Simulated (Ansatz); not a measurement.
# CdS (Hawleyite, F-43m): a volume series of phonon spectra, part 3 of 4

Wanted: mode Grüneisen parameters of CdS (Hawleyite) and a free-energy fit over volumes.

Ansatz 0.2.0; DFT PBE, scalar-relativistic, plane waves, PAW.

So far, highest frequency (cm⁻¹): step 5 (phonons, V/V0 1) 281.

## (8) A cell at another volume, V/V0 0.985

Symmetry fixes every atom, so a single point at the scaled cell gives the energy and pressure of this member.

The cell differs from the one that the last finished run ended in (a 4.211 → 4.170 Å, b 4.211 → 4.170 Å, c 4.211 → 4.170 Å).

The input, input.yaml:

```yaml
crystal:
  lattice:
    - [0.0, 2.9483206308, 2.9483206308]
    - [2.9483206308, 0.0, 2.9483206308]
    - [2.9483206308, 2.9483206308, 0.0]
  atoms:
    - { symbol: Cd, position: [0.0, 0.0, 0.0] }
    - { symbol: S, position: [0.25, 0.25, 0.25] }
kpoints:
  mp_grid: { grid: [8, 8, 8] }
hamiltonian:
  xc: pbe
scf:
  occupations: { method: fixed }
output:
  forces: true
  stress: true
  eigenvalues: true
```

The run is started by

```console
ansatz run input.yaml --threads 2 --pin off --max-ram 5120MiB --backend cpu --events-out ev --progress --plain --runs-dir out
```

Numbers of over 12 decimals in the logs are rounded to 6 here.

The program printed:

```text
[...]
Crystal: 2 atoms, lattice volume = 51.257 Å³
Basis set: ecut = 420 eV, 965 PW (Γ), exchange–correlation on 60×60×60 points (8 copies of the dense FFT grid, shifted against one another)
Bands: 17, of which v1, the nominal top of the filled ones, is band 13 counted from 1 (12 counted from 0)
Symmetry: 24 space group operations
[...]
k-points: 29 of 512 (time reversal used)
[...]
--- Band table (eV; the first three rows and the last of 29) ---
  k-point 0: bands = [... 9 lower, -0.7143, 6.4584, 6.4584, 6.4584, 7.5333, 12.9896, 12.9896, 12.9896]
  k-point 1: bands = [... 9 lower, -0.7152, 5.4573, 6.3443, 6.3443, 8.3671, 12.7215, 13.1790, 13.1790]
  k-point 2: bands = [... 9 lower, -0.7102, 4.0460, 6.0867, 6.0867, 9.1673, 12.6954, 13.4744, 13.4744]
  k-point 28: bands = [... 9 lower, -0.1357, 2.7157, 4.3371, 4.3870, 11.7425, 11.8931, 13.6182, 14.4942]
[key lines of the parts left out:]
SCF converged after 6 iterations
Free energy (F): -9157.826436 eV
Fermi energy:    6.458377 eV
P = ⅓ Tr σ = 0.8426 GPa (8.426 kbar)
```

The job ended after 0.96 s (2 threads of Arm Neoverse V2, shared host; peak memory 0.3 GiB; 1.8 s of CPU time).

The run ends at a pressure of 0.84 GPa.

## (9) Lattice dynamics at this volume, V/V0 0.985

Phonons at this volume give one point of F(V, T); meshes stay fixed along the series.

input.yaml, the sections that differ from step 8:

```yaml
output:
  eigenvalues: true
phonons:
  method: dfpt
  dielectric: true
  rigid_motions: translations
  qmesh: [4, 4, 4]
  temperatures: { t_max: 1000, t_step: 50 }
  qpath:
    path:
      - [[0.0, 0.0, 0.0], [-0.5, -0.5, 0.0], [-0.375, -0.375, 0.25]]
      - [[-0.375, 0.0, 0.375], [0.0, 0.0, 0.0], [0.0, 0.0, 0.5], [-0.5, -0.25, 0.25], [-0.5, -0.5, 0.0]]
    npoints: 10
# crystal, kpoints, hamiltonian, scf: as in step 8
```

The program printed:

```text
[...]
Crystal: 2 atoms, lattice volume = 51.257 Å³
Basis set: ecut = 420 eV, 965 PW (Γ), exchange–correlation on 60×60×60 points (8 copies of the dense FFT grid, shifted against one another)
Bands: 17, of which v1, the nominal top of the filled ones, is band 13 counted from 1 (12 counted from 0)
Symmetry: 24 space group operations
[...]
optical modes at Γ + LO–TO along q̂ = [0.0000, 1.0000, 0.0000]:
      ω (cm⁻¹)  modes    IR ((D/Å)²/amu)
        222.22      2             9.0604
        282.38      1             4.5302
  optical modes at Γ + LO–TO along q̂ = [0.0000, 0.0000, 1.0000]:
      ω (cm⁻¹)  modes    IR ((D/Å)²/amu)
        222.22      2             9.0604
        282.38      1             4.5302
--- Phonons (arbitrary-q DFPT): 8 irreducible q on the 4×4×4 mesh ---
[...]
interpolated dispersion: 63 rows × 6 modes
[...]
[key lines of the parts left out:]
SCF converged after 7 iterations
Free energy (F): -9157.826436 eV
Fermi energy:    6.458390 eV
```

It took 3 min on 2 threads; peak memory 1.1 GiB.

LO-TO term included. Phonon branches along the path, in cm⁻¹:

| point | branch 1 | branch 2 | branch 3 | branch 4 | branch 5 | branch 6 |
| --- | --- | --- | --- | --- | --- | --- |
| Γ | 0 | 0 | 0 | 222 | 222 | 282 |
| halfway | 47 | 47 | 100 | 245 | 245 | 281 |
| X | 53 | 53 | 144 | 263 | 263 | 277 |
| halfway | 52 | 60 | 141 | 261 | 265 | 278 |
| U | 51 | 68 | 135 | 256 | 268 | 281 |
| jump to K | 51 | 68 | 135 | 256 | 268 | 281 |
| halfway | 37 | 60 | 102 | 235 | 249 | 282 |
| Γ | 0 | 0 | 0 | 222 | 222 | 282 |
| halfway | 34 | 34 | 96 | 232 | 232 | 285 |
| L | 42 | 42 | 132 | 241 | 241 | 287 |
| halfway | 52 | 65 | 129 | 250 | 259 | 284 |
| W | 61 | 72 | 132 | 264 | 266 | 280 |
| halfway | 57 | 62 | 138 | 263 | 264 | 278 |
| X | 53 | 53 | 144 | 263 | 263 | 277 |

The phonon branches as a text plot (rows in cm⁻¹):

```
    281 |********************************************************
    269 |              ******                           *******
    257 |        *********** ***                     *****   ****
    245 |      **           *** **             ********
    233 |   ***                ******      ****
    221 |***                        *******
    209 |
    197 |
    185 |
    173 |
    161 |
    149 |            *                                          *
    137 |         *** *****                      **      *******
    126 |        *         ****                **  ******
    114 |       *              *             **
    102 |      *                *           *
     90 |                        *
     78 |    **                            *             **
     66 |   *           ********  **      *          *********
     54 |       *************   **  *              ******   *****
     42 |  * ***             **** **     *   ********
     30 |   *                    *  **     **
     18 | **                      ****  ***
      6 |**                          ****
         Γ           X  U|K            Γ         L        W     X
```

No mode is imaginary beyond numerical noise at the solved wavevectors. The highest zone-centre mode (no LO–TO term) moved by +2.9 % for a volume change of -1.5 %.

## (10) Single point at a scaled cell, V/V0 1.03

Symmetry fixes every atom, so a single point at the scaled cell gives the energy and pressure of this member.

The cell differs from the one that the last finished run ended in (a 4.170 → 4.232 Å, b 4.170 → 4.232 Å, c 4.170 → 4.232 Å).

input.yaml, the sections that differ from step 9:

```yaml
crystal:
  lattice:
    - [0.0, 2.9925520264, 2.9925520264]
    - [2.9925520264, 0.0, 2.9925520264]
    - [2.9925520264, 2.9925520264, 0.0]
  atoms:
    - { symbol: Cd, position: [0.0, 0.0, 0.0] }
    - { symbol: S, position: [0.25, 0.25, 0.25] }
output:
  forces: true
  stress: true
  eigenvalues: true
# kpoints, hamiltonian, scf: as in step 9
# phonons: removed
```

The program printed:

```text
[...]
Crystal: 2 atoms, lattice volume = 53.599 Å³
Basis set: ecut = 420 eV, 1067 PW (Γ), exchange–correlation on 60×60×60 points (8 copies of the dense FFT grid, shifted against one another)
Bands: 17, of which v1, the nominal top of the filled ones, is band 13 counted from 1 (12 counted from 0)
Symmetry: 24 space group operations
[...]
k-points: 29 of 512 (time reversal used)
[...]
--- Band table (eV; the first three rows and the last of 29) ---
  k-point 0: bands = [... 9 lower, -1.2284, 5.8679, 5.8679, 5.8679, 6.8437, 12.3966, 12.3966, 12.3966]
  k-point 1: bands = [... 9 lower, -1.2291, 4.8924, 5.7636, 5.7636, 7.6745, 12.1172, 12.5753, 12.5753]
  k-point 2: bands = [... 9 lower, -1.2247, 3.5563, 5.5274, 5.5274, 8.4740, 12.0508, 12.8579, 12.8579]
  k-point 28: bands = [... 9 lower, -0.7146, 2.3237, 3.9276, 3.9441, 10.9551, 11.3050, 12.9311, 13.9029]
[key lines of the parts left out:]
SCF converged after 6 iterations
Free energy (F): -9157.821132 eV
Fermi energy:    5.867926 eV
P = ⅓ Tr σ = -1.4700 GPa (-14.700 kbar)
```

Elapsed: 1 s, on 2 threads; peak memory 0.31 GiB; 1.9 s of CPU time.

The run ends at a pressure of -1.47 GPa.

## (11) Phonons, V/V0 1.03

The same q-mesh and k-mesh are kept at every volume, so that much of their error can cancel in the differences.

input.yaml, the sections that differ from step 10:

```yaml
output:
  eigenvalues: true
phonons:
  method: dfpt
  dielectric: true
  rigid_motions: translations
  qmesh: [4, 4, 4]
  temperatures: { t_max: 1000, t_step: 50 }
  qpath:
    path:
      - [[0.0, 0.0, 0.0], [-0.5, -0.5, 0.0], [-0.375, -0.375, 0.25]]
      - [[-0.375, 0.0, 0.375], [0.0, 0.0, 0.0], [0.0, 0.0, 0.5], [-0.5, -0.25, 0.25], [-0.5, -0.5, 0.0]]
    npoints: 10
# crystal, kpoints, hamiltonian, scf: as in step 10
```

The program printed:

```text
[...]
Crystal: 2 atoms, lattice volume = 53.599 Å³
Basis set: ecut = 420 eV, 1067 PW (Γ), exchange–correlation on 60×60×60 points (8 copies of the dense FFT grid, shifted against one another)
Bands: 17, of which v1, the nominal top of the filled ones, is band 13 counted from 1 (12 counted from 0)
Symmetry: 24 space group operations
[...]
optical modes at Γ + LO–TO along q̂ = [0.0000, 1.0000, 0.0000]:
      ω (cm⁻¹)  modes    IR ((D/Å)²/amu)
        204.09      2             9.4929
        267.47      1             4.7464
  optical modes at Γ + LO–TO along q̂ = [0.0000, 0.0000, 1.0000]:
      ω (cm⁻¹)  modes    IR ((D/Å)²/amu)
        204.09      2             9.4929
        267.47      1             4.7464
--- Phonons (arbitrary-q DFPT): 8 irreducible q on the 4×4×4 mesh ---
[...]
interpolated dispersion: 63 rows × 6 modes
[...]
[key lines of the parts left out:]
SCF converged after 7 iterations
Free energy (F): -9157.821132 eV
Fermi energy:    5.867938 eV
```

Elapsed: 2.9 min, on 2 threads; peak memory 1.2 GiB; 5.7 min of CPU time.

No mode is imaginary beyond numerical noise at the solved wavevectors. The highest zone-centre mode (no LO–TO term) moved by -5.5 % for a volume change of +3.0 %.

## (12) Single point at a scaled cell, V/V0 0.97

Symmetry fixes every atom, so a single point at the scaled cell gives the energy and pressure of this member.

The cell differs from the one that the last finished run ended in (a 4.232 → 4.148 Å, b 4.232 → 4.148 Å, c 4.232 → 4.148 Å).

input.yaml, the sections that differ from step 11:

```yaml
crystal:
  lattice:
    - [0.0, 2.9332779169, 2.9332779169]
    - [2.9332779169, 0.0, 2.9332779169]
    - [2.9332779169, 2.9332779169, 0.0]
  atoms:
    - { symbol: Cd, position: [0.0, 0.0, 0.0] }
    - { symbol: S, position: [0.25, 0.25, 0.25] }
output:
  forces: true
  stress: true
  eigenvalues: true
# kpoints, hamiltonian, scf: as in step 11
# phonons: removed
```

The program printed:

```text
[...]
Crystal: 2 atoms, lattice volume = 50.477 Å³
Basis set: ecut = 420 eV, 965 PW (Γ), exchange–correlation on 60×60×60 points (8 copies of the dense FFT grid, shifted against one another)
Bands: 17, of which v1, the nominal top of the filled ones, is band 13 counted from 1 (12 counted from 0)
Symmetry: 24 space group operations
[...]
k-points: 29 of 512 (time reversal used)
[...]
--- Band table (eV; the first three rows and the last of 29) ---
  k-point 0: bands = [... 9 lower, -0.5344, 6.6690, 6.6690, 6.6690, 7.7774, 13.1984, 13.1984, 13.1984]
  k-point 1: bands = [... 9 lower, -0.5354, 5.6587, 6.5514, 6.5514, 8.6121, 12.9346, 13.3917, 13.3917]
  k-point 2: bands = [... 9 lower, -0.5303, 4.2210, 6.2860, 6.2860, 9.4119, 12.9231, 13.6915, 13.6915]
  k-point 28: bands = [... 9 lower, 0.0679, 2.8551, 4.4823, 4.5451, 12.0195, 12.1013, 13.8598, 14.7032]
[key lines of the parts left out:]
SCF converged after 6 iterations
Free energy (F): -9157.820132 eV
Fermi energy:    6.668983 eV
P = ⅓ Tr σ = 1.7522 GPa (17.522 kbar)
```

Elapsed: 0.96 s, on 2 threads; peak memory 0.3 GiB.

The run ends at a pressure of 1.75 GPa.

## (13) Phonons, V/V0 0.97

The same q-mesh and k-mesh are kept at every volume, so that much of their error can cancel in the differences.

input.yaml, the sections that differ from step 12:

```yaml
output:
  eigenvalues: true
phonons:
  method: dfpt
  dielectric: true
  rigid_motions: translations
  qmesh: [4, 4, 4]
  temperatures: { t_max: 1000, t_step: 50 }
  qpath:
    path:
      - [[0.0, 0.0, 0.0], [-0.5, -0.5, 0.0], [-0.375, -0.375, 0.25]]
      - [[-0.375, 0.0, 0.375], [0.0, 0.0, 0.0], [0.0, 0.0, 0.5], [-0.5, -0.25, 0.25], [-0.5, -0.5, 0.0]]
    npoints: 10
# crystal, kpoints, hamiltonian, scf: as in step 12
```

The program printed:

```text
[...]
Crystal: 2 atoms, lattice volume = 50.477 Å³
Basis set: ecut = 420 eV, 965 PW (Γ), exchange–correlation on 60×60×60 points (8 copies of the dense FFT grid, shifted against one another)
Bands: 17, of which v1, the nominal top of the filled ones, is band 13 counted from 1 (12 counted from 0)
Symmetry: 24 space group operations
[...]
optical modes at Γ + LO–TO along q̂ = [0.0000, 1.0000, 0.0000]:
      ω (cm⁻¹)  modes    IR ((D/Å)²/amu)
        228.60      2             8.9128
        287.62      1             4.4564
  optical modes at Γ + LO–TO along q̂ = [0.0000, 0.0000, 1.0000]:
      ω (cm⁻¹)  modes    IR ((D/Å)²/amu)
        228.60      2             8.9128
        287.62      1             4.4564
--- Phonons (arbitrary-q DFPT): 8 irreducible q on the 4×4×4 mesh ---
[...]
interpolated dispersion: 63 rows × 6 modes
[...]
[key lines of the parts left out:]
SCF converged after 7 iterations
Free energy (F): -9157.820132 eV
Fermi energy:    6.668996 eV
```

Elapsed: 2.9 min, on 2 threads; peak memory 1.1 GiB.

LO-TO term included. The phonon branches at the labelled points (cm⁻¹):

| point | branch 1 | branch 2 | branch 3 | branch 4 | branch 5 | branch 6 |
| --- | --- | --- | --- | --- | --- | --- |
| Γ | 0 | 0 | 0 | 229 | 229 | 288 |
| halfway | 46 | 46 | 102 | 251 | 251 | 287 |
| X | 51 | 51 | 146 | 270 | 270 | 282 |
| halfway | 51 | 58 | 143 | 268 | 271 | 284 |
| U | 50 | 68 | 137 | 263 | 274 | 288 |
| jump to K | 50 | 68 | 137 | 263 | 274 | 288 |
| halfway | 36 | 59 | 103 | 242 | 255 | 288 |
| Γ | 0 | 0 | 0 | 229 | 229 | 288 |
| halfway | 33 | 33 | 98 | 239 | 239 | 290 |
| L | 40 | 40 | 134 | 248 | 248 | 293 |
| halfway | 50 | 64 | 131 | 257 | 266 | 291 |
| W | 60 | 72 | 134 | 269 | 273 | 286 |
| halfway | 55 | 61 | 141 | 269 | 271 | 285 |
| X | 51 | 51 | 146 | 270 | 270 | 282 |

The phonon branches as a text plot (rows in cm⁻¹):

```
    287 |********************************************************
    275 |           *********                          **********
    263 |       ****   ***** ***                     *****
    250 |    ***            ******             *******
    238 |  **                   *****     *****
    226 |**                         ******
    214 |
    202 |
    189 |
    177 |
    165 |
    153 |
    140 |         *********                               *******
    128 |        *         ****                ***********
    116 |       *              *              *
    104 |      *                *            *
     92 |                        *          *
     79 |    **                            *
     67 |   *           ********  **      *           ********
     55 |       ***********     **  *               *************
     43 |  * ***           *****  **     *    ********
     31 |   *                   **  **     ***
     18 | **                      ****  ***
      6 |**                          ****
         Γ           X  U|K            Γ         L        W     X
```

No mode is imaginary beyond numerical noise at the solved wavevectors. The highest zone-centre mode (no LO–TO term) moved by +5.8 % for a volume change of -3.0 %.

## (14) Single point at a scaled cell, V/V0 1.05

Symmetry fixes every atom, so a single point at the scaled cell gives the energy and pressure of this member.

The cell differs from the one that the last finished run ended in (a 4.148 → 4.259 Å, b 4.148 → 4.259 Å, c 4.148 → 4.259 Å).

input.yaml, the sections that differ from step 13:

```yaml
crystal:
  lattice:
    - [0.0, 3.0117972629, 3.0117972629]
    - [3.0117972629, 0.0, 3.0117972629]
    - [3.0117972629, 3.0117972629, 0.0]
  atoms:
    - { symbol: Cd, position: [0.0, 0.0, 0.0] }
    - { symbol: S, position: [0.25, 0.25, 0.25] }
output:
  forces: true
  stress: true
  eigenvalues: true
# kpoints, hamiltonian, scf: as in step 13
# phonons: removed
```

The program printed:

```text
[...]
Crystal: 2 atoms, lattice volume = 54.640 Å³
Basis set: ecut = 420 eV, 1067 PW (Γ), exchange–correlation on 60×60×60 points (8 copies of the dense FFT grid, shifted against one another)
Bands: 17, of which v1, the nominal top of the filled ones, is band 13 counted from 1 (12 counted from 0)
Symmetry: 24 space group operations
[...]
k-points: 29 of 512 (time reversal used)
[...]
--- Band table (eV; the first three rows and the last of 29) ---
  k-point 0: bands = [... 9 lower, -1.4455, 5.6238, 5.6238, 5.6238, 6.5562, 12.1481, 12.1481, 12.1481]
  k-point 1: bands = [... 9 lower, -1.4461, 4.6587, 5.5234, 5.5234, 7.3857, 11.8642, 12.3223, 12.3223]
  k-point 2: bands = [... 9 lower, -1.4419, 3.3543, 5.2960, 5.2960, 8.1839, 11.7815, 12.5995, 12.5995]
  k-point 28: bands = [... 9 lower, -0.9576, 2.1611, 3.7570, 3.7609, 10.6248, 11.0598, 12.6427, 13.6559]
[key lines of the parts left out:]
SCF converged after 6 iterations
Free energy (F): -9157.808768 eV
Fermi energy:    5.623821 eV
P = ⅓ Tr σ = -2.3254 GPa (-23.254 kbar)
```

Wall time 1 s (2 threads); peak memory 0.31 GiB; 1.9 s of CPU time.

The run ends at a pressure of -2.33 GPa.

## (15) Lattice dynamics at this volume, V/V0 1.05

The same q-mesh and k-mesh are kept at every volume, so that much of their error can cancel in the differences.

input.yaml, the sections that differ from step 14:

```yaml
output:
  eigenvalues: true
phonons:
  method: dfpt
  dielectric: true
  rigid_motions: translations
  qmesh: [4, 4, 4]
  temperatures: { t_max: 1000, t_step: 50 }
  qpath:
    path:
      - [[0.0, 0.0, 0.0], [-0.5, -0.5, 0.0], [-0.375, -0.375, 0.25]]
      - [[-0.375, 0.0, 0.375], [0.0, 0.0, 0.0], [0.0, 0.0, 0.5], [-0.5, -0.25, 0.25], [-0.5, -0.5, 0.0]]
    npoints: 10
# crystal, kpoints, hamiltonian, scf: as in step 14
```

The program printed:

```text
[...]
Crystal: 2 atoms, lattice volume = 54.640 Å³
Basis set: ecut = 420 eV, 1067 PW (Γ), exchange–correlation on 60×60×60 points (8 copies of the dense FFT grid, shifted against one another)
Bands: 17, of which v1, the nominal top of the filled ones, is band 13 counted from 1 (12 counted from 0)
Symmetry: 24 space group operations
[...]
optical modes at Γ + LO–TO along q̂ = [0.0000, 1.0000, 0.0000]:
      ω (cm⁻¹)  modes    IR ((D/Å)²/amu)
        196.46      2             9.6797
        261.19      1             4.8398
  optical modes at Γ + LO–TO along q̂ = [0.0000, 0.0000, 1.0000]:
      ω (cm⁻¹)  modes    IR ((D/Å)²/amu)
        196.46      2             9.6797
        261.19      1             4.8398
--- Phonons (arbitrary-q DFPT): 8 irreducible q on the 4×4×4 mesh ---
[...]
interpolated dispersion: 63 rows × 6 modes
[...]
[key lines of the parts left out:]
SCF converged after 7 iterations
Free energy (F): -9157.808768 eV
Fermi energy:    5.623828 eV
```

Run time: 2.8 min. Hardware: 2 threads; peak memory 1.2 GiB.

(Continued in part 4 of 4.)

[Logs are printed without paths, hosts, clocks, repeated set-up lines and the standing remarks that a program may print on its own settings, such as how far it seeks lower states.]

[Hosts, paths, dates, database ids (printed as entryN), source tags and the programs' standing remarks are cut or masked in the printed files.]

[A step with changed settings may run another functional than the one named; its input shows which.]

[Of the runs on displaced cells, only some may be shown.]
